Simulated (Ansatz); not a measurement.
**BeNi (Pm-3m): Grüneisen parameters**

Aim: how the phonons of BeNi (Pm-3m) shift with volume, and the thermal expansion that follows.

Method: DFT PBEsol, scalar-relativistic, plane waves, PAW; PAW set soft_1, in Ansatz 0.2.0.

## Step 1: The structure

The structure is cubic, space group Pm-3m (No. 221). Conventional cell: a = 2.583 Å, b = 2.583 Å, c = 2.583 Å, α = 90.00°, β = 90.00°, γ = 90.00°. Be has 8 Ni at 2.24 Å nearest. Ni has 8 Be at 2.24 Å nearest. Farther neighbours, and contacts between anions beyond the nearest, are not listed.

## Step 2: Phonons on a q mesh

Stability and thermal properties need the whole zone. Linear response on a 4×4×4 q mesh gives force constants as far as a supercell of that size would.

Contents of input.yaml:

```yaml
crystal:
  lattice:
    - [2.5830747184, 0.0, 0.0]
    - [0.0, 2.5830747184, 0.0]
    - [0.0, 0.0, 2.5830747184]
  atoms:
    - { symbol: Be, position: [0.0, 0.0, 0.0] }
    - { symbol: Ni, position: [0.5, 0.5, 0.5] }
kpoints:
  mp_grid: { grid: [16, 16, 16] }
hamiltonian:
  xc: pbesol
  pseudopotentials: { kind: paw, azcp: { folder: soft_1 }, xc_functional: pbe }
scf:
  occupations: { method: methfessel_paxton, width: 0.2 }
output:
  eigenvalues: true
phonons:
  method: dfpt
  qmesh: [4, 4, 4]
  temperatures: { t_max: 1000, t_step: 50 }
  qpath:
    path:
      - [[0.0, 0.0, 0.0], [0.0, 0.5, 0.0], [0.5, 0.5, 0.0], [0.0, 0.0, 0.0], [0.5, 0.5, 0.5], [0.0, 0.5, 0.0]]
      - [[0.5, 0.5, 0.5], [0.5, 0.5, 0.0]]
    npoints: 10
```

Started as:

```console
> ansatz run input.yaml --threads 4 --pin off --max-ram 10240MiB --backend cpu --events-out ev --progress --plain --runs-dir out
```

Standard output:

```text
Engine: ansatz 0.2.0, aarch64-unknown-linux-gnu
Pseudopotentials: kind: paw
Pseudopotential: Be, paw, valence charge 2, recommended cutoff 420 eV (normal), soft_1/Be.paw.azcp
Pseudopotential: Ni, paw, valence charge 18, recommended cutoff 420 eV (normal), soft_1/Ni.paw.azcp
Functional definition: PBEsol
  exchange = pbesol_x
  correlation = pbesol_c
Crystal: 2 atoms, lattice volume = 17.235 Å³
Basis set: ecut = 420 eV, 341 PW (Γ), exchange–correlation on 36×36×36 points (8 copies of the dense FFT grid, shifted against one another)
Bands: 14, of which v1, the nominal top of the filled ones, is band 10 counted from 1 (9 counted from 0)
Symmetry: 48 space group operations
k-points: 165 of 4096
Non-local potential: Be, projectors of the file, l = 0: 2, l = 1: 2, l = 2: 1
Non-local potential: Ni, projectors of the file, l = 0: 3, l = 1: 2, l = 2: 3, l = 3: 1
PAW form: soft (Blöchl's): semilocal exchange-correlation on the pseudo side does not see the compensation charge
PAW frozen core: Be, regenerated for the run's functional, and the local potential with it (the file was generated under x = pbe(κ = 0.804, μ = 0.219515), c = pbe(β = 0.066725))
PAW frozen core: Ni, regenerated for the run's functional, and the local potential with it (the file was generated under x = pbe(κ = 0.804, μ = 0.219515), c = pbe(β = 0.066725))
PAW one-centre angular grid: Be, 110 points (default); XC on 64 Gauss nodes
PAW one-centre angular grid: Ni, 590 points (default); XC on 64 Gauss nodes
Initial density: superposition of atomic densities (chi_scale 0.1, normalization cell, long waves kept (reshape's long-wave potential 0.00 eV rms))
Initial wavefunctions: pseudopotential atomic-orbital guess
Functional: x = pbesol(κ = 0.804, μ = 0.123457), c = pbesol(β = 0.046)
SCF iter   1: F=—  HF=-5896.359598 eV  |F-HF|=—  |Δ(HF+E_count)|=         —  Δρ=3.26e-2  dr2=8.91e-2  ethr=3.10e-3  ⟨swp⟩=4.5  Hψ=10816  notcnv=0
preconditioner: auto → none  [metal: Δε(μ)=0.002 eV  Ē_g=10.646 eV  σ=0.200 eV  W_gap=0.01  n_scr=6 (ndim 8)  ℏωp=31.0 eV  f_vac=0.000  D(μ)=0.96/eV (n_scr^D=6)  sad-step TF]
SCF iter   2: F=—  HF=-5896.321508 eV  |F-HF|=—  |Δ(HF+E_count)|=   3.81e-2  S|Δr|=    0.00e0  Δρ=1.57e-2  dr2=2.10e-2  ethr=4.46e-4  ⟨swp⟩=1.0  Hψ=3630  notcnv=0
SCF iter   3: F=—  HF=-5896.311989 eV  |F-HF|=—  |Δ(HF+E_count)|=   9.52e-3  S|Δr|=    0.00e0  Δρ=1.01e-3  dr2=3.80e-5  ethr=1.05e-4  ⟨swp⟩=2.7  Hψ=3791  notcnv=0  defer=2
SCF iter   4: F=—  HF=-5896.312092 eV  |F-HF|=—  |Δ(HF+E_count)|=   1.03e-4  S|Δr|=    0.00e0  Δρ=2.93e-4  dr2=1.11e-5  ethr=1.90e-7  ⟨swp⟩=2.0  Hψ=3956  notcnv=0  defer=2
SCF iter   5: F=—  HF=-5896.312103 eV  |F-HF|=—  |Δ(HF+E_count)|=   1.07e-5  S|Δr|=    0.00e0  Δρ=1.02e-4  dr2=8.32e-7  ethr=5.53e-8  ⟨swp⟩=2.5  Hψ=3267  notcnv=0  defer=2
SCF iter   6: F=—  HF=-5896.312109 eV  |F-HF|=—  |Δ(HF+E_count)|=   6.41e-6  S|Δr|=    0.00e0  Δρ=1.20e-5  dr2=1.99e-8  ethr=4.16e-9  ⟨swp⟩=2.6  Hψ=3850  notcnv=0  defer=2
SCF iter   7: F=—  HF=-5896.312109 eV  |F-HF|=—  |Δ(HF+E_count)|=   8.16e-9  S|Δr|=    0.00e0  Δρ=1.94e-6  dr2=4.36e-10  ethr=9.96e-11  ⟨swp⟩=2.0  Hψ=3402  notcnv=0  defer=2
SCF iter   8: F=-5896.312109 eV  HF=-5896.312109 eV  |F-HF|=2.73e-12  |Δ(HF+E_count)|=  1.48e-10  S|Δr|=    0.00e0  Δρ=1.05e-7  dr2=1.34e-12  ethr=1.00e-12  ⟨swp⟩=4.4  Hψ=10774  notcnv=0
the search or the solves at the SCF's close seem to have found levels that the self-consistency loop had missed (the run counts 1). By its estimate they hold under 1e-12 electrons; where the run keeps them, the occupations were computed again with them
SCF 1 converged in 8 iterations: F = -5896.312109 eV  dr2 = 1.34e-12
  greatest PAW one-centre occupation: 1.000 electrons in one spin orbital (limit 2), on the Ni atom at site 1 (counted from 0), in its partial waves of l = 1
Initial density: read from a saved state, or passed on in memory by an earlier SCF of this step, an earlier step, the calling program or the single point that the run made first
iter 1 solved again at ethr=3.29e-8 eV; its pass at ethr=3.10e-3 eV (dr2=6.58e-6 eV) is discarded
SCF iter   1: F=—  HF=-5896.312102 eV  |F-HF|=—  |Δ(HF+E_count)|=         —  Δρ=3.10e-7  dr2=6.16e-12  ethr=3.29e-8  ⟨swp⟩=3.0  Hψ=17683  notcnv=0
eigensolver tolerance schedule: the retry pair's looser diagonalisation over-reported the residual by 1069264.07 of it (diagonalisation noise at an unbounded share of the residual, at the tolerance the schedule requests for it); recorded, not acted on — ethr = c·dr2/N_el stays at c = 1.0e-1
preconditioner: auto → none  [metal: Δε(μ)=0.006 eV  Ē_g=10.738 eV  σ=0.200 eV  W_gap=0.03  n_scr=6 (ndim 8)  ℏωp=31.0 eV  f_vac=0.000  D(μ)=0.98/eV (n_scr^D=6)]
SCF iter   2: F=—  HF=-5896.312109 eV  |F-HF|=—  |Δ(HF+E_count)|=   7.59e-6  S|Δr|=    0.00e0  Δρ=3.75e-7  dr2=1.23e-11  ethr=1.00e-12  ⟨swp⟩=6.2  Hψ=10175  notcnv=0
SCF iter   3: F=-5896.312109 eV  HF=-5896.312109 eV  |F-HF|=9.09e-13  |Δ(HF+E_count)|=    0.00e0  S|Δr|=    0.00e0  Δρ=1.73e-7  dr2=2.58e-12  ethr=1.00e-12  ⟨swp⟩=1.0  Hψ=5295  notcnv=0
SCF 2 converged in 3 iterations: F = -5896.312109 eV  dr2 = 2.58e-12
phonons: the bands overlap, so this run is a metal and interpolates without the dipole-dipole term. If the crystal is really an insulator or semiconductor, its LO-TO splitting is missing
NSCF: frozen V_eff on 165 k-points
NSCF: frozen V_eff on 405 k-points
DFPT response loops at q = (0, 0, 0) (fractional): preconditioner auto → Kerker (q_TF=auto, 2.797 Å⁻¹) (partly filled bands, converged f_vac=0.000); β = 1.00, the filter's whole step (`scf.mixing.beta` (0.50) is not read by the response loops under this deck's `scf.mixing.preconditioner`; to damp them name `kerker` or `kerker_dos`, under which they read `scf.mixing.beta`, and type it under 1.00, their step now; both keys bind the ground state too); Broyden in place of MSR1
NSCF: frozen V_eff on 2592 k-points
DFPT response loops at q = (0, 0, 0.25) (fractional): mixed as the last ones told, above
NSCF: frozen V_eff on 1458 k-points
DFPT response loops at q = (0, 0, -0.5) (fractional): mixed as the last ones told, above
NSCF: frozen V_eff on 4608 k-points
DFPT response loops at q = (0, 0.25, 0.25) (fractional): mixed as the last ones told, above
NSCF: frozen V_eff on 2592 k-points
DFPT response loops at q = (0, 0.25, -0.5) (fractional): mixed as the last ones told, above
NSCF: frozen V_eff on 1458 k-points
DFPT response loops at q = (0, -0.5, -0.5) (fractional): mixed as the last ones told, above
NSCF: frozen V_eff on 4352 k-points
DFPT response loops at q = (0.25, 0.25, 0.25) (fractional): mixed as the last ones told, above
NSCF: frozen V_eff on 4608 k-points
DFPT response loops at q = (0.25, 0.25, -0.5) (fractional): mixed as the last ones told, above
NSCF: frozen V_eff on 2592 k-points
DFPT response loops at q = (0.25, -0.5, -0.5) (fractional): mixed as the last ones told, above
NSCF: frozen V_eff on 810 k-points
DFPT response loops at q = (-0.5, -0.5, -0.5) (fractional): mixed as the last ones told, above
SCF converged after 8 iterations
Stability not checked: this state was not tested for a lower state beside it, because cold or Methfessel-Paxton smearing, or corrected tetrahedra, fill the levels in a way that the test cannot read (fill_not_monotonic; see scf.lower_state_search)
Free energy (F): -5896.312109 eV
Harris-Foulkes:  -5896.312109 eV  (|F-HF|=2.73e-12)
Internal energy: -5896.311108 eV  (E = F + TS)
E sigma→0 (E₀):  -5896.311859 eV
Entropy (-TS):   -0.001001 eV (-0.501 meV/atom)
Fermi energy:    15.136186 eV
--- Per-component energies (eV) ---
  E_band       = -326.081357
  E_kinetic    = 364.698433
  E_local      = -3350.462698  (includes V_loc(G=0)·N_el)
  E_nonlocal   = -112.915324
  E_hartree    = 1769.069126
  E_xc         = -133.998098
  E_vxc        = -168.209038  (∫ρ·V_xc dr)
  E_paw        = -1678.011247  (= ΣΔE_a)
  E_vpaw       = -597.332022  (= ΣTr[D̂ρ^β])
  E_aug_tail   = 0.000949  (compensation charges beyond the density's cutoff)
  E_ewald      = -2754.899068
  E_core_change = 0.206821  (= ΣΔE_core)
  E_smearing   = -0.001001  (= −TS)
  E_closure    = -0.000000  (closes the sum)
  Σ components = -5896.312109   (vs F -5896.312109, Δ=0.00e0)
--- Band table (eV; the first three rows and the last of 165) ---
  k-point 0: bands = [... 6 lower, 11.4211, 13.7919, 13.7919, 13.7919, 22.0948, 22.0948, 22.0948, 29.4362]
  k-point 1: bands = [... 6 lower, 11.4372, 13.7430, 13.7430, 13.7952, 21.5908, 22.2227, 22.2227, 29.4538]
  k-point 2: bands = [... 6 lower, 11.4830, 13.6085, 13.6085, 13.8047, 20.4201, 22.5939, 22.5939, 29.5067]
  k-point 164: bands = [... 6 lower, 10.3728, 14.4234, 14.4234, 20.7853, 20.7853, 20.7853, 21.2992, 21.2992]
--- Phonons (Γ-DFPT): 2 representative perturbations + reference (Σ response iterations 7) ---
  ASR residual: 3.298e-5 → 0.000e0 eV/Å²; symmetrization residual: 4.602e-7 eV/Å²
  ASR residual per site (eV/Å²): 3.30e-5 7.32e-6
  Γ frequencies (cm⁻¹): 0.00 0.00 0.00 498.95 498.95 498.95
--- Phonons (arbitrary-q DFPT): 10 irreducible q on the 4×4×4 mesh ---
  q = [0.0000, 0.0000, 0.0000] (star 1, of the zone-centre solve; hermiticity 1.29e-7, symmetrization 2.46e-12): -0.00 0.00 0.00 498.95 498.95 498.95
  q = [0.0000, 0.0000, 0.2500] (star 6, 4 solved perturbations in 4032 linear systems a pass and spin channel, the states on 1296 of 4096 k-point pairs; hermiticity 9.72e-8, symmetrization 3.45e-13): 138.95 138.95 196.19 501.86 501.86 503.63
  q = [0.0000, 0.0000, -0.5000] (star 3, 4 solved perturbations in 2268 linear systems a pass and spin channel, the states on 729 of 4096 k-point pairs; hermiticity 1.56e-13, symmetrization 3.10e-13): 196.90 196.90 273.44 506.13 506.13 523.16
  q = [0.0000, 0.2500, 0.2500] (star 12, 4 solved perturbations in 7056 linear systems a pass and spin channel, the states on 2304 of 4096 k-point pairs; hermiticity 9.21e-8, symmetrization 7.87e-14): 139.34 172.35 233.51 494.39 499.30 512.61
  q = [0.0000, 0.2500, -0.5000] (star 12, 6 solved perturbations on 1296 of 4096 k-point pairs; hermiticity 9.23e-8, symmetrization 4.75e-14): 188.18 202.97 229.55 494.82 502.96 503.39
  q = [0.0000, -0.5000, -0.5000] (star 3, 4 solved perturbations in 2268 linear systems a pass and spin channel, the states on 729 of 4096 k-point pairs; hermiticity 5.48e-8, symmetrization 1.14e-13): 179.06 179.06 211.15 480.79 499.38 499.38
  q = [0.2500, 0.2500, 0.2500] (star 8, 2 solved perturbations on 2176 of 4096 k-point pairs; hermiticity 7.62e-8, symmetrization 4.69e-13): 192.72 192.72 233.07 498.92 498.92 503.79
  q = [0.2500, 0.2500, -0.5000] (star 12, 4 solved perturbations in 7056 linear systems a pass and spin channel, the states on 2304 of 4096 k-point pairs; hermiticity 8.81e-8, symmetrization 2.17e-13): 202.86 224.55 230.29 494.22 503.21 504.18
  q = [0.2500, -0.5000, -0.5000] (star 6, 4 solved perturbations in 4032 linear systems a pass and spin channel, the states on 1296 of 4096 k-point pairs; hermiticity 9.89e-8, symmetrization 4.25e-13): 229.86 231.28 231.28 498.26 502.92 502.92
  q = [-0.5000, -0.5000, -0.5000] (star 1, 2 solved perturbations on 405 of 4096 k-point pairs; hermiticity 6.59e-13, symmetrization 2.76e-12): 251.92 251.92 251.92 506.90 506.90 506.90
  sum rule: each row above includes the acoustic sum rule's correction from the zone centre's row sums; it moved no ω² by more than (1.00 cm⁻¹)²
  mesh force constants: q→R imaginary residual 2.36e-18; ASR residual 3.298e-5 → 0.000e0 eV/Å²; symmetrization residual 3.331e-15 eV/Å²
  interpolated dispersion: 62 rows × 6 modes
  density of states and harmonic sums: on the 24×24×24 q-mesh, interpolated from the force constants of a 4×4×4 supercell (no non-analytic term)
  largest difference from the sums on the solved wave vectors: F 1.03e-2 eV, S 1.44e-5 and C_V 4.02e-6 eV/K
  zero-point energy: 0.130457 eV/cell   skipped modes (ω ≤ 0): 3   left out of the sums: 3.62e-5 of the cell's modes: C_V's classical limit lies that fraction below 3 k_B per atom; for a crystal, a wire or a layer, F and S can be off by more, and a phonons.interpolated_qmesh denser along its periods is the remedy for the sampling
```

Run time: 3.4 min. Hardware: 4 threads of Arm Neoverse V2, shared host; peak memory 1.7 GiB; 13 min of CPU time.

Reading the cycles: dr2 is the Hartree energy of the density residual (eV), the measure of convergence; HF is the Harris–Foulkes estimate of the energy, which meets the free energy F at convergence.

This run has no spin polarisation, although Ni can carry a moment.

Numbers from this step:

```yaml
volume_per_atom: 8.617 Å³
gap_on_the_k_mesh: 0 eV
sum_rule_residual_before_enforcement: 3.30e-5 eV/Å²
lowest_frequency_on_the_path: 0 cm⁻¹
point_group: m-3m
highest_frequency_on_path_mesh_or_solved_points: 523.2 cm⁻¹
mean_frequency: 350.7 cm⁻¹
debye_temperature_second_moment: 711 K
logarithmic_mean_frequency: 313.3 cm⁻¹
highest_optical_mode_at_the_zone_centre_no_lo_to_term: 498.9 cm⁻¹
lowest_optical_zone_centre_mode: 498.9 cm⁻¹
lowest_mode_on_the_q_mesh_acoustic_modes_at_gamma_apart: 138.9 cm⁻¹
zero_point_energy_per_atom: 65.23 meV
heat_capacity_at_300_k: 19.4 J/(mol atoms K)
vibrational_entropy_at_300_k: 17.9 J/(mol atoms K)
edges_of_the_widest_gap_between_branches_on_path_and_mesh: 273.4, 480.8 cm⁻¹
```

Frequencies (cm⁻¹) solved at each irreducible wavevector; negative means imaginary. Frequencies by wavevector, by row:

| q in reciprocal lattice units | star | mode 1 | mode 2 | mode 3 | mode 4 | mode 5 | mode 6 |
| --- | --- | --- | --- | --- | --- | --- | --- |
| 0 0 0 | 1 | 0 | 0 | 0 | 498.9 | 498.9 | 498.9 |
| 0 0 0.25 | 6 | 138.9 | 138.9 | 196.2 | 501.9 | 501.9 | 503.6 |
| 0 0 -0.5 | 3 | 196.9 | 196.9 | 273.4 | 506.1 | 506.1 | 523.2 |
| 0 0.25 0.25 | 12 | 139.3 | 172.3 | 233.5 | 494.4 | 499.3 | 512.6 |
| 0 0.25 -0.5 | 12 | 188.2 | 203 | 229.6 | 494.8 | 503 | 503.4 |
| 0 -0.5 -0.5 | 3 | 179.1 | 179.1 | 211.2 | 480.8 | 499.4 | 499.4 |
| 0.25 0.25 0.25 | 8 | 192.7 | 192.7 | 233.1 | 498.9 | 498.9 | 503.8 |
| 0.25 0.25 -0.5 | 12 | 202.9 | 224.6 | 230.3 | 494.2 | 503.2 | 504.2 |
| 0.25 -0.5 -0.5 | 6 | 229.9 | 231.3 | 231.3 | 498.3 | 502.9 | 502.9 |
| -0.5 -0.5 -0.5 | 1 | 251.9 | 251.9 | 251.9 | 506.9 | 506.9 | 506.9 |

Symmetry leaves 10 wavevectors to solve. The lowest mode among them, the acoustic zeros apart, lies at q = (0, 0, 0.25) and is real, 139 cm⁻¹.

## Step 3: Relaxing at another volume, volume ratio 0.97

The volume is scaled by 0.97 and held; symmetry leaves nothing to relax, so this is a single point. The modes can then be followed against volume.

input.yaml, the sections that differ from step 2:

```yaml
crystal:
  lattice:
    - [2.5569812705, 0.0, 0.0]
    - [0.0, 2.5569812705, 0.0]
    - [0.0, 0.0, 2.5569812705]
  atoms:
    - { symbol: Be, position: [0.0, 0.0, 0.0] }
    - { symbol: Ni, position: [0.5, 0.5, 0.5] }
output:
  forces: true
  stress: true
  eigenvalues: true
# kpoints, hamiltonian, scf: as in step 2
# phonons: removed
```

Standard output:

```text
[...]
Crystal: 2 atoms, lattice volume = 16.718 Å³
Basis set: ecut = 420 eV, 341 PW (Γ), exchange–correlation on 36×36×36 points (8 copies of the dense FFT grid, shifted against one another)
Bands: 14, of which v1, the nominal top of the filled ones, is band 10 counted from 1 (9 counted from 0)
Symmetry: 48 space group operations
[...]
k-points: 165 of 4096
[...]
--- Band table (eV; the first three rows and the last of 165) ---
  k-point 0: bands = [... 6 lower, 11.8389, 14.3198, 14.3198, 14.3198, 22.7856, 22.7856, 22.7856, 30.2514]
  k-point 1: bands = [... 6 lower, 11.8557, 14.2684, 14.2684, 14.3232, 22.2772, 22.9174, 22.9174, 30.2673]
  k-point 2: bands = [... 6 lower, 11.9036, 14.1275, 14.1275, 14.3331, 21.0923, 23.3002, 23.3002, 30.3146]
  k-point 164: bands = [... 6 lower, 10.7560, 14.9803, 14.9803, 21.4573, 21.4573, 21.4573, 22.0154, 22.0155]
[key lines of the parts left out:]
SCF converged after 6 iterations
Free energy (F): -5896.302047 eV
Fermi energy:    15.717146 eV
P = ⅓ Tr σ = 6.4110 GPa (64.110 kbar)
```

Run time: 0.73 s. Hardware: 4 threads; peak memory 0.31 GiB; 2.2 s of CPU time.

Read from the output:

```yaml
pressure: 6.411 GPa
volume_per_atom: 8.359 Å³
```

The run ends at a pressure of 6.41 GPa.

[end of part 1 of 2]

[Long decimals in the printed logs are rounded to 6 places.]

[Logs are printed without paths, hosts, clocks, repeated set-up lines and the standing remarks that a program may print on its own settings, such as how far it seeks lower states.]

[Hosts, paths, dates, database ids (printed as entryN), source tags and the programs' standing remarks are cut or masked in the printed files.]

[Where the starting crystal was built by hand or by swapping elements, it need not be the compound's stable phase.]
